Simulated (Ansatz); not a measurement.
# Gap against volume in H16C6Br2N2O (Pca2_1) (108 atoms)

The cell holds 108 atoms: 64 H, 24 C, 8 Br, 8 N and 4 O. Its edges and angles: a = 12.431 Å, b = 8.294 Å, c = 9.949 Å, α = 90.0°, β = 90.0°, γ = 90.0°. It derives from H16C6Br2N2O (Pca2_1), repeated 1×1×1. The starting structure: H16C6Br2N2O, space group Pca2_1, structure from the Crystallography Open Database, 1 x 1 x 1 conventional cells; every coordinate displaced by a Gaussian of 0.02 Å; bonds to H set to neutron lengths (C-H 1.089, N-H 1.015, O-H 0.983, B-H 1.19 Å) where the listed ones are shorter.

Calculated with Ansatz 0.2.0: Kohn-Sham DFT, PBE+D4, PAW (set soft_2), plane waves; cutoff 420 eV, Γ point, fermi-dirac smearing of 0.05 eV. The relaxed cell was scaled evenly and the atoms were relaxed at each volume. The gap is that between the highest filled and the lowest empty Kohn-Sham level on the run's k-points.

| volume (Å³/atom) | gap (eV) |
| --- | --- |
| 8.5472 | 5.273 |
| 8.9270 | ? |
| 9.2120 | 4.981 |
| 9.4969 | 4.861 |
| 9.7818 | 4.754 |
| 10.067 | 4.661 |

**Question.** Fit a straight line in ln V to the rows given and interpolate to the withheld row.

**Working.**

A volume deformation potential makes the spacing linear in u = ln(V/V0), with V0 = 9.4969 Å³ the relaxed volume; v is the spacing.

| u = ln(V/V0) | v (eV) |
| --- | --- |
| -0.105361 | 5.2727 |
| -0.0304593 | 4.9812 |
| 0 | 4.8612 |
| 0.0295586 | 4.7543 |
| 0.0582697 | 4.6606 |

With n = 5: mean u = -0.00959833, mean v = 4.90600, Σ(u − ū)² = 0.015837, Σ(u − ū)(v − v̄) = -0.059710. Slope b = -0.059710 / 0.015837 = -3.7702; intercept a = v̄ − b ū = 4.8698.

At the withheld volume u = -0.06188, and v = a + b u.

Prediction at 8.9270: 5.103 eV. The run gave 5.101 eV, so the fit is high by 0.0026 eV (0.051 % of the value).

The slope, -3.77 eV, says that the spacing narrows on expansion. Among the rows given, the largest miss of the fit is at 10.067, by 0.010 eV (1.7 % of the range of the table).

Limits: The table spans 16 % in volume, wide for a linear law. Semilocal functionals tend to put gaps under measured ones. Only the Γ point is sampled. The mesh needn't hold the band edges.

[Hosts, paths, dates, database ids (printed as entryN), source tags and the programs' standing remarks are cut or masked in the printed files.]
